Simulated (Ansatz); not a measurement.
**N on Mo(100): change of the work function**

How does N on the hollow site change the work function of Mo(100) as the layer fills?

Main program and level: Ansatz 0.2.0; plane-wave DFT, PBEsol, Ansatz PAW, in the first sound run; inputs show where later runs differ.

### 1. The starting structure

The cell holds 5 atoms: 5 Mo. Its edges and angles: a = 3.150 Å, b = 3.150 Å, c = 24.300 Å, α = 90.0°, β = 90.0°, γ = 90.0°. Vacuum lies along c.

### 2. The clean slab

The bare slab comes first, as the zero from which every change is counted. The two lowest layers are held at bulk places and the upper ones relax. The dipole correction removes the false field that a one-sided slab makes across the periodic vacuum, so each face gets a flat vacuum level of its own.

Contents of input.yaml:

```yaml
crystal:
  lattice:
    - [3.15, 0.0, 0.0]
    - [0.0, 3.15, 0.0]
    - [0.0, 0.0, 24.3]
  atoms:
    - { symbol: Mo, position: [0.0, 0.0, 0.3703703704] }
    - { symbol: Mo, position: [0.5, 0.5, 0.4351851852] }
    - { symbol: Mo, position: [0.0, 0.0, 0.5] }
    - { symbol: Mo, position: [0.5, 0.5, 0.5648148148] }
    - { symbol: Mo, position: [0.0, 0.0, 0.6296296296] }
kpoints:
  mp_grid: { grid: [10, 10, 1] }
hamiltonian:
  xc: pbesol
scf:
  occupations: { method: fermi_dirac, width: 0.1 }
  convergence: { dr2_threshold: 1.0e-08 }
efield:
  axis: 3
  dipole_correction: true
  ramp_position: 0.97
  ramp_width: 0.06
relax:
  f_tol: 0.02
  max_steps: 60
  constraints: [{ sites: [0, 1] }]
output:
  write_potential: true
  write_density: true
  volumetric_format: npy
```

Launch:

```console
$ ansatz run input.yaml --threads 4 --pin off --max-ram 12288MiB --backend cpu --events-out ev --progress --plain --runs-dir out
```

Numbers of over 12 decimals in the logs are rounded to 6 here.

The program printed:

```text
Engine: ansatz 0.2.0, aarch64-unknown-linux-gnu
Pseudopotentials: kind: paw
Pseudopotential: Mo, paw, valence charge 14, recommended cutoff 420 eV (normal), Mo.paw.azcp
Functional definition: PBEsol
  exchange = pbesol_x
  correlation = pbesol_c
Crystal: 5 atoms, lattice volume = 241.117 Å³
Basis set: ecut = 420 eV, 4761 PW (Γ), exchange–correlation on 48×48×360 points (8 copies of the dense FFT grid, shifted against one another)
Bands: 42, of which v1, the nominal top of the filled ones, is band 35 counted from 1 (34 counted from 0)
Symmetry: 8 space group operations
k-points: 21 of 100
Non-local potential: Mo, projectors of the file, l = 0: 3, l = 1: 2, l = 2: 2, l = 3: 1
PAW form: soft (Blöchl's): semilocal exchange-correlation on the pseudo side does not see the compensation charge
PAW frozen core: Mo, regenerated for the run's functional, and the local potential with it (the file was generated under x = pbe(κ = 0.804, μ = 0.219515), c = pbe(β = 0.066725))
PAW one-centre angular grid: Mo, 590 points (default); XC on 64 Gauss nodes
Initial density: superposition of atomic densities (neutral atoms: chi_scale 0, normalization atom), corrected by the library's trained network
Initial wavefunctions: pseudopotential atomic-orbital guess
Functional: x = pbesol(κ = 0.804, μ = 0.123457), c = pbesol(β = 0.046)
SCF iter   1: F=—  HF=-24482.560669 eV  |F-HF|=—  |Δ(HF+E_count)|=         —  Δρ=7.89e-3  dr2=4.62e-1  ethr=1.77e-3  p=0.000 e·Å  D=1.23e-14 V/Å  ΔV_dip=-0.00 eV  dr2_dipole=1.62e-8  V_vac-E_F(+/−)=4.11/4.11 eV  ⟨swp⟩=8.5  Hψ=4180  notcnv=0
efield: sawtooth ramp at fractional position 0.9700 (set: `efield.ramp_position`, or a place that a band, a saddle search or an elastic batch's reference lends), width 0.0600; the density the first Hamiltonian is built on has a dipole p = 0.000 e·Å; the dipole correction subtracts the counter field D = 1.23e-14 V/Å, which shifts the + side's vacuum level by -0.00 eV against the − side's; the planar-averaged density in the ramp window peaks in size at 8.8e-6 e/Å³
preconditioner: auto → LDOS  [metal: Δε(μ)=0.010 eV  Ē_g=3.513 eV  σ=0.100 eV  W_gap=0.03  n_scr=44 (ndim 8)  ℏωp=13.1 eV  f_vac=0.585  D(μ)=7.61/eV (n_scr^D=62)  β→1.0]
SCF iter   2: F=—  HF=-24482.538186 eV  |F-HF|=—  |Δ(HF+E_count)|=   2.25e-2  Δρ=4.47e-3  dr2=1.03e-1  ethr=6.60e-4  p=0.000 e·Å  D=1.49e-6 V/Å  ΔV_dip=-0.00 eV  dr2_dipole=3.28e-8  V_vac-E_F(+/−)=4.05/4.05 eV  ⟨swp⟩=2.1  Hψ=1459  notcnv=0
SCF iter   3: F=—  HF=-24482.527743 eV  |F-HF|=—  |Δ(HF+E_count)|=   1.04e-2  Δρ=1.41e-3  dr2=9.70e-3  ethr=1.47e-4  p=-0.000 e·Å  D=-1.84e-7 V/Å  ΔV_dip=0.00 eV  dr2_dipole=1.47e-9  V_vac-E_F(+/−)=4.06/4.06 eV  ⟨swp⟩=2.0  Hψ=1291  notcnv=0
SCF iter   4: F=—  HF=-24482.527050 eV  |F-HF|=—  |Δ(HF+E_count)|=   6.92e-4  Δρ=3.18e-4  dr2=7.64e-4  ethr=1.39e-5  p=0.000 e·Å  D=2.85e-7 V/Å  ΔV_dip=-0.00 eV  dr2_dipole=2.43e-11  V_vac-E_F(+/−)=4.06/4.06 eV  ⟨swp⟩=2.3  Hψ=1186  notcnv=0
SCF iter   5: F=—  HF=-24482.527039 eV  |F-HF|=—  |Δ(HF+E_count)|=   1.16e-5  Δρ=9.13e-5  dr2=4.40e-5  ethr=1.09e-6  p=0.000 e·Å  D=3.09e-8 V/Å  ΔV_dip=-0.00 eV  dr2_dipole=7.76e-12  V_vac-E_F(+/−)=4.06/4.06 eV  ⟨swp⟩=2.1  Hψ=1151  notcnv=0
SCF iter   6: F=—  HF=-24482.527064 eV  |F-HF|=—  |Δ(HF+E_count)|=   2.52e-5  Δρ=4.03e-5  dr2=6.00e-6  ethr=6.29e-8  p=-0.000 e·Å  D=-9.37e-8 V/Å  ΔV_dip=0.00 eV  dr2_dipole=1.91e-13  V_vac-E_F(+/−)=4.07/4.07 eV  ⟨swp⟩=2.2  Hψ=1259  notcnv=0
SCF iter   7: F=—  HF=-24482.527379 eV  |F-HF|=—  |Δ(HF+E_count)|=   3.15e-4  Δρ=1.19e-5  dr2=1.46e-6  ethr=8.57e-9  p=-0.000 e·Å  D=-8.57e-8 V/Å  ΔV_dip=0.00 eV  dr2_dipole=5.88e-12  V_vac-E_F(+/−)=4.07/4.07 eV  ⟨swp⟩=2.4  Hψ=1388  notcnv=0
SCF iter   8: F=—  HF=-24482.527380 eV  |F-HF|=—  |Δ(HF+E_count)|=   5.43e-7  Δρ=4.99e-6  dr2=1.39e-7  ethr=2.08e-9  p=-0.000 e·Å  D=-4.64e-8 V/Å  ΔV_dip=0.00 eV  dr2_dipole=5.91e-14  V_vac-E_F(+/−)=4.07/4.07 eV  ⟨swp⟩=2.1  Hψ=1135  notcnv=0
SCF iter   9: F=—  HF=-24482.527380 eV  |F-HF|=—  |Δ(HF+E_count)|=   1.22e-7  Δρ=1.86e-6  dr2=1.61e-8  ethr=1.99e-10  p=-0.000 e·Å  D=-2.05e-8 V/Å  ΔV_dip=0.00 eV  dr2_dipole=2.96e-14  V_vac-E_F(+/−)=4.07/4.07 eV  ⟨swp⟩=2.9  Hψ=1573  notcnv=0
SCF iter  10: F=-24482.527380 eV  HF=-24482.527380 eV  |F-HF|=9.71e-10  |Δ(HF+E_count)|=   2.41e-8  Δρ=5.54e-7  dr2=2.86e-9  ethr=1.43e-11  p=-0.000 e·Å  D=-6.20e-9 V/Å  ΔV_dip=0.00 eV  dr2_dipole=2.62e-12  V_vac-E_F(+/−)=4.07/4.07 eV  ⟨swp⟩=10.2  Hψ=6251  notcnv=0
SCF 1 converged in 10 iterations: F = -24482.527380 eV  dr2 = 2.86e-9
  greatest PAW one-centre occupation: 0.999 electrons in one spin orbital (limit 2), on the Mo atom at site 4 (counted from 0), in its partial waves of l = 0
relax step   1: F+E_penalty+E_count = -24482.52737989 eV  Δ(F+E_penalty+E_count) = +0.000e0 eV  max|allowed force component| = 1.709e0 eV/Å  Δτ_max = 0.0000 Å  (10 SCF iters, accepted)
Initial density: handed on by an earlier stage of this run
Initial wavefunctions: those handed on with the density
iter 1 solved again at ethr=1.24e-3 eV; its pass at ethr=3.10e-3 eV (dr2=8.66e-1 eV) is discarded
SCF iter   1: F=—  HF=-24482.765196 eV  |F-HF|=—  |Δ(HF+E_count)|=         —  Δρ=1.07e-2  dr2=1.10e0  ethr=1.24e-3  p=-0.000 e·Å  D=-2.85e-7 V/Å  ΔV_dip=0.00 eV  dr2_dipole=2.32e-1  V_vac-E_F(+/−)=4.09/4.09 eV  ⟨swp⟩=1.6  Hψ=3230  notcnv=0
efield: sawtooth ramp at fractional position 0.9700 (set: `efield.ramp_position`, or a place that a band, a saddle search or an elastic batch's reference lends), width 0.0600; the density the first Hamiltonian is built on has a dipole p = -0.000 e·Å; the dipole correction subtracts the counter field D = -2.85e-7 V/Å, which shifts the + side's vacuum level by +0.00 eV against the − side's; the planar-averaged density in the ramp window peaks in size at 1.3e-6 e/Å³
preconditioner: auto → LDOS  [metal: Δε(μ)=0.010 eV  Ē_g=3.648 eV  σ=0.100 eV  W_gap=0.02  n_scr=44 (ndim 8)  ℏωp=13.1 eV  f_vac=0.593  D(μ)=6.89/eV (n_scr^D=52)  β→1.0]
SCF iter   2: F=—  HF=-24482.733135 eV  |F-HF|=—  |Δ(HF+E_count)|=   3.21e-2  Δρ=6.13e-3  dr2=2.20e-1  ethr=1.24e-3  p=0.003 e·Å  D=2.04e-3 V/Å  ΔV_dip=-0.05 eV  dr2_dipole=3.89e-3  V_vac-E_F(+/−)=4.02/4.07 eV  ⟨swp⟩=3.0  Hψ=1434  notcnv=0
SCF iter   3: F=—  HF=-24482.720175 eV  |F-HF|=—  |Δ(HF+E_count)|=   1.30e-2  Δρ=3.30e-3  dr2=7.39e-2  ethr=3.14e-4  p=0.002 e·Å  D=1.48e-3 V/Å  ΔV_dip=-0.04 eV  dr2_dipole=1.29e-3  V_vac-E_F(+/−)=4.03/4.07 eV  ⟨swp⟩=2.5  Hψ=1570  notcnv=0
[...]
SCF iter   5: F=—  HF=-24482.721440 eV  |F-HF|=—  |Δ(HF+E_count)|=   4.42e-4  Δρ=2.45e-4  dr2=4.00e-4  ethr=5.30e-6  p=0.008 e·Å  D=6.13e-3 V/Å  ΔV_dip=-0.15 eV  dr2_dipole=4.82e-7  V_vac-E_F(+/−)=3.96/4.11 eV  ⟨swp⟩=3.2  Hψ=1569  notcnv=0
SCF iter   6: F=—  HF=-24482.721437 eV  |F-HF|=—  |Δ(HF+E_count)|=   3.01e-6  Δρ=7.90e-5  dr2=4.67e-5  ethr=5.72e-7  p=0.007 e·Å  D=5.23e-3 V/Å  ΔV_dip=-0.13 eV  dr2_dipole=9.10e-6  V_vac-E_F(+/−)=3.98/4.10 eV  ⟨swp⟩=2.0  Hψ=1235  notcnv=0
SCF iter   7: F=—  HF=-24482.721444 eV  |F-HF|=—  |Δ(HF+E_count)|=   7.28e-6  Δρ=5.02e-5  dr2=1.53e-5  ethr=6.67e-8  p=0.006 e·Å  D=4.44e-3 V/Å  ΔV_dip=-0.11 eV  dr2_dipole=1.25e-6  V_vac-E_F(+/−)=3.99/4.10 eV  ⟨swp⟩=2.6  Hψ=1628  notcnv=0
SCF iter   8: F=—  HF=-24482.721444 eV  |F-HF|=—  |Δ(HF+E_count)|=   2.43e-7  Δρ=1.81e-5  dr2=2.19e-6  ethr=2.19e-8  p=0.005 e·Å  D=3.92e-3 V/Å  ΔV_dip=-0.10 eV  dr2_dipole=7.58e-8  V_vac-E_F(+/−)=4.00/4.10 eV  ⟨swp⟩=2.1  Hψ=1234  notcnv=0
SCF iter   9: F=—  HF=-24482.721758 eV  |F-HF|=—  |Δ(HF+E_count)|=   3.14e-4  Δρ=5.43e-6  dr2=3.31e-7  ethr=3.13e-9  p=0.005 e·Å  D=3.84e-3 V/Å  ΔV_dip=-0.09 eV  dr2_dipole=9.90e-10  V_vac-E_F(+/−)=4.01/4.10 eV  ⟨swp⟩=2.1  Hψ=1183  notcnv=0
SCF iter  10: F=—  HF=-24482.721758 eV  |F-HF|=—  |Δ(HF+E_count)|=   1.47e-7  Δρ=1.97e-6  dr2=2.10e-8  ethr=4.73e-10  p=0.005 e·Å  D=3.80e-3 V/Å  ΔV_dip=-0.09 eV  dr2_dipole=2.28e-10  V_vac-E_F(+/−)=4.01/4.10 eV  ⟨swp⟩=2.4  Hψ=1322  notcnv=0
SCF iter  11: F=-24482.721758 eV  HF=-24482.721758 eV  |F-HF|=6.43e-9  |Δ(HF+E_count)|=   9.90e-9  Δρ=6.27e-7  dr2=1.73e-9  ethr=1.43e-11  p=0.005 e·Å  D=3.78e-3 V/Å  ΔV_dip=-0.09 eV  dr2_dipole=1.71e-10  V_vac-E_F(+/−)=4.01/4.10 eV  ⟨swp⟩=10.1  Hψ=6443  notcnv=0
SCF 3 converged in 11 iterations: F = -24482.721758 eV  dr2 = 1.73e-9
relax step   3: F+E_penalty+E_count = -24482.72175796 eV  Δ(F+E_penalty+E_count) = -7.737e-3 eV  max|allowed force component| = 5.743e-1 eV/Å  Δτ_max = 0.1626 Å  (11 SCF iters, accepted)
[...]
relax step   4: F+E_penalty+E_count = -24482.75193794 eV  Δ(F+E_penalty+E_count) = -3.018e-2 eV  max|allowed force component| = 3.407e-2 eV/Å  Δτ_max = 0.0838 Å  (10 SCF iters, accepted)
SCF iter   1: F=—  HF=-24482.751687 eV  |F-HF|=—  |Δ(HF+E_count)|=         —  Δρ=2.22e-4  dr2=8.93e-4  ethr=8.29e-6  p=0.005 e·Å  D=3.70e-3 V/Å  ΔV_dip=-0.09 eV  dr2_dipole=2.66e-4  V_vac-E_F(+/−)=4.00/4.09 eV  ⟨swp⟩=1.7  Hψ=1242  notcnv=0
efield: sawtooth ramp at fractional position 0.9700 (set: `efield.ramp_position`, or a place that a band, a saddle search or an elastic batch's reference lends), width 0.0600; the density the first Hamiltonian is built on has a dipole p = 0.005 e·Å; the dipole correction subtracts the counter field D = 3.70e-3 V/Å, which shifts the + side's vacuum level by -0.09 eV against the − side's; the planar-averaged density in the ramp window peaks in size at 2.0e-6 e/Å³
preconditioner: auto → LDOS  [metal: Δε(μ)=0.013 eV  Ē_g=3.663 eV  σ=0.100 eV  W_gap=0.03  n_scr=44 (ndim 8)  ℏωp=13.1 eV  f_vac=0.595  D(μ)=6.94/eV (n_scr^D=52)  β→1.0]
SCF iter   2: F=—  HF=-24482.751667 eV  |F-HF|=—  |Δ(HF+E_count)|=   1.98e-5  Δρ=8.33e-5  dr2=6.79e-5  ethr=1.28e-6  p=0.005 e·Å  D=3.68e-3 V/Å  ΔV_dip=-0.09 eV  dr2_dipole=7.53e-6  V_vac-E_F(+/−)=4.00/4.09 eV  ⟨swp⟩=1.2  Hψ=1056  notcnv=0
SCF iter   3: F=—  HF=-24482.751674 eV  |F-HF|=—  |Δ(HF+E_count)|=   6.26e-6  Δρ=8.64e-5  dr2=4.77e-5  ethr=9.70e-8  p=0.005 e·Å  D=3.69e-3 V/Å  ΔV_dip=-0.09 eV  dr2_dipole=3.67e-7  V_vac-E_F(+/−)=4.00/4.09 eV  ⟨swp⟩=3.0  Hψ=1373  notcnv=0
SCF iter   4: F=—  HF=-24482.751675 eV  |F-HF|=—  |Δ(HF+E_count)|=   1.73e-6  Δρ=1.12e-5  dr2=7.75e-7  ethr=6.82e-8  p=0.005 e·Å  D=3.70e-3 V/Å  ΔV_dip=-0.09 eV  dr2_dipole=7.69e-9  V_vac-E_F(+/−)=4.00/4.09 eV  ⟨swp⟩=2.1  Hψ=1170  notcnv=0
SCF iter   5: F=—  HF=-24482.751992 eV  |F-HF|=—  |Δ(HF+E_count)|=   3.16e-4  Δρ=3.33e-6  dr2=6.36e-8  ethr=1.11e-9  p=0.005 e·Å  D=3.71e-3 V/Å  ΔV_dip=-0.09 eV  dr2_dipole=2.44e-10  V_vac-E_F(+/−)=4.00/4.09 eV  ⟨swp⟩=2.9  Hψ=1423  notcnv=0
SCF iter   6: F=-24482.751992 eV  HF=-24482.751992 eV  |F-HF|=3.70e-9  |Δ(HF+E_count)|=   3.12e-8  Δρ=1.12e-6  dr2=7.79e-9  ethr=1.43e-11  p=0.005 e·Å  D=3.72e-3 V/Å  ΔV_dip=-0.09 eV  dr2_dipole=3.88e-10  V_vac-E_F(+/−)=4.00/4.09 eV  ⟨swp⟩=10.2  Hψ=6663  notcnv=0
SCF 5 converged in 6 iterations: F = -24482.751992 eV  dr2 = 7.79e-9
relax step   5: F+E_penalty+E_count = -24482.75199166 eV  Δ(F+E_penalty+E_count) = -5.372e-5 eV  max|allowed force component| = 8.590e-3 eV/Å  Δτ_max = 0.0022 Å  (6 SCF iters, accepted)
NSCF: frozen V_eff on 21 k-points
the band table was solved once a step of the walk had ended and its energy, with any forces and stress, was formed, with the checks that follow a solve (4102 applications of the Hamiltonian). They found nothing against the state; the energy, forces and stress were not computed again (output.eigenvalues in the input reference)
WARN: The output density's exchange-correlation potential varies sharply where the density is thin. Do not read a vacuum level from v_tot or v_xc, or from such a field of the output density. On a cell that repeats whose density bears no net charge and no dipole along the vacuum's axis use v_es (v_loc + v_h of the components); under efield.dipole_correction with no amplitude use v_es + v_field, which holds any externa [...]
SCF converged after 6 iterations
Free energy (F): -24482.751992 eV
Harris-Foulkes:  -24482.751992 eV  (|F-HF|=3.70e-9)
Internal energy: -24482.533926 eV  (E = F + TS)
E sigma→0 (E₀):  -24482.642959 eV
Entropy (-TS):   -0.218065 eV (-43.613 meV/atom)
Fermi energy:    4.109702 eV
Dipole field:    D = 0.003745 V/Å  (p = 0.004990 e·Å, saw-weighted, corrected)
Work function:   Φ+ = 4.0034 eV   Φ− = 4.0944 eV
Levels:          The Fermi level and band energies are counted from a zero that moves with the ramp; work functions are not
--- Per-component energies (eV) ---
  E_band       = -1442.360486
  E_kinetic    = 2199.658667
  E_local      = -89615.679129  (includes V_loc(G=0)·N_el)
  E_nonlocal   = 728.119374
  E_hartree    = 43553.925414
  E_xc         = -906.355997
  E_vxc        = -1134.823247  (∫ρ·V_xc dr)
  E_paw        = -15720.311709  (= ΣΔE_a)
  E_vpaw       = -727.498942  (= ΣTr[D̂ρ^β])
  E_aug_tail   = 0.000193  (compensation charges beyond the density's cutoff)
  E_efield     = 0.000009  (sawtooth field / dipole correction)
  E_vefield    = 0.017399  (∫n·V_field dr)
  E_ewald      = 35277.062756
  E_core_change = 1.046497  (= ΣΔE_core)
  E_smearing   = -0.218065  (= −TS)
  E_closure    = 0.000000  (closes the sum)
  Σ components = -24482.751992   (vs F -24482.751992, Δ=0.00e0)
--- Forces (eV/Å), atoms counted from 1 ---
  atom   1  Mo    -0.00000000     0.00000000     1.34665700
  atom   2  Mo     0.00000000     0.00000000    -1.34328385
  atom   3  Mo    -0.00000000     0.00000000    -0.00859045
  atom   4  Mo    -0.00000000     0.00000000     0.00559335
  atom   5  Mo    -0.00000000     0.00000000    -0.00031089
  max |Σ_I F_I| component: 6.52e-5 eV/Å
--- Band table (eV; the first three rows and the last of 21) ---
  k-point 0: bands = [... 31 lower, 3.2992, 3.2992, 3.7194, 3.9954, 4.0128, 4.0128, 4.0377, 4.0941, ... 3 higher]
  k-point 1: bands = [... 31 lower, 3.2521, 3.4384, 3.5732, 3.6209, 4.0607, 4.2468, 4.4480, 4.7075, ... 3 higher]
  k-point 2: bands = [... 31 lower, 2.9466, 3.2767, 3.3332, 3.4779, 4.4695, 4.6269, 4.7924, 4.7985, ... 3 higher]
  k-point 20: bands = [... 31 lower, 3.4191, 3.4191, 5.4547, 5.6264, 5.9139, 5.9139, 5.9770, 6.3062, ... 3 higher]
--- Relaxed structure (5 steps of the walk, 5 accepted, 0 SCFs on fresh bases) ---
  F+E_penalty+E_count = -24482.75199166 eV   max|allowed force component| = 8.590e-3 eV/Å
  atoms:
    - { symbol: Mo, position: [0.0, 0.0, 0.3703703704] }
    - { symbol: Mo, position: [0.5, 0.5, 0.4351851852] }
    - { symbol: Mo, position: [0, 0.0, 0.497263] }
    - { symbol: Mo, position: [0.5, 0.5, 0.564057] }
    - { symbol: Mo, position: [0, 0.0, 0.619483] }
```

The job ended after 20 s (4 threads of Arm Neoverse V2, shared host; peak memory 0.62 GiB).

Relaxation path:

| step | energy less that of the first step (eV) | largest force component (eV/Å) |
| --- | --- | --- |
| 1 | 0.0000 | 1.7087 |
| 2 | -0.1866 | 0.6408 |
| 3 | -0.1944 | 0.5743 |
| 4 | -0.2246 | 0.0341 |
| 5 | -0.2246 | 0.0086 |

Forces are held to the 8 operations that the run works with; a distortion that breaks them can't arise in this run.

The atoms that moved most (Å):

| atom | dx | dy | dz | length |
| --- | --- | --- | --- | --- |
| Mo5 | 0.000 | 0.000 | -0.247 | 0.247 |
| Mo3 | 0.000 | 0.000 | -0.067 | 0.067 |
| Mo4 | 0.000 | 0.000 | -0.018 | 0.018 |

Final coordinates:

```xyz
5
Lattice="3.1500 0.0000 0.0000 0.0000 3.1500 0.0000 0.0000 0.0000 24.3000" Properties=species:S:1:pos:R:3
Mo    0.0000    0.0000    9.0000
Mo    1.5750    1.5750   10.5750
Mo    0.0000    0.0000   12.0835
Mo    1.5750    1.5750   13.7066
Mo    0.0000    0.0000   15.0534
```

Numbers from this step:

- energy at zero smearing: -24482.6430 eV
- work function, upper face: 4.003 eV
- work function, lower face: 4.094 eV
- dipole along the normal: 0.004990 e·Å
- step between the vacuum levels: -0.09101 eV

Running mean over 1.575 Å of the planar mean; the ramp of the sawtooth is left out. Table of electron's electrostatic potential energy less the Fermi level by z:

| z (Å) | electron's electrostatic potential energy less the Fermi level (eV) |
| --- | --- |
| 3.0 | 4.09 |
| 3.5 | 4.09 |
| 4.0 | 4.09 |
| 4.5 | 4.09 |
| 5.0 | 4.09 |
| 5.5 | 4.07 |
| 6.0 | 4.01 |
| 6.5 | 3.85 |
| 7.0 | 3.37 |
| 7.5 | 1.81 |
| 8.0 | -2.43 |
| 8.5 | -8.13 |
| 9.0 | -11.5 |
| 9.5 | -12.3 |
| 10.0 | -12.5 |
| 10.5 | -12.8 |
| 11.0 | -13.3 |
| 11.5 | -13.5 |
| 12.0 | -13.0 |
| 12.5 | -12.4 |
| 13.0 | -12.3 |
| 13.5 | -12.9 |
| 14.0 | -14.4 |
| 14.5 | -14.8 |
| 15.0 | -12.9 |
| 15.5 | -8.82 |
| 16.0 | -3.01 |
| 16.5 | 1.52 |
| 17.0 | 3.24 |
| 17.5 | 3.75 |
| 18.0 | 3.92 |
| 18.5 | 3.98 |
| 19.0 | 3.99 |
| 19.5 | 4.00 |
| 20.0 | 4.00 |
| 20.5 | 4.00 |
| 21.0 | 4.00 |

The relaxation took 5 steps and lowered the energy by 0.22 eV; the largest force on the free atoms ends at 0.0086 eV/Å.

The work function of the upper face is 4.00 eV.

(Part 1 of 5 ends here.)

[Logs are printed without paths, hosts, clocks, repeated set-up lines and the standing remarks that a program may print on its own settings, such as how far it seeks lower states.]

[Hosts, paths, dates, database ids (printed as entryN), source tags and the programs' standing remarks are cut or masked in the printed files.]

[Maps of the electrostatic potential energy from Ansatz leave out the sawtooth potential of an applied field or a dipole correction, so their vacuum need not be flat; planar profiles and work functions include it.]
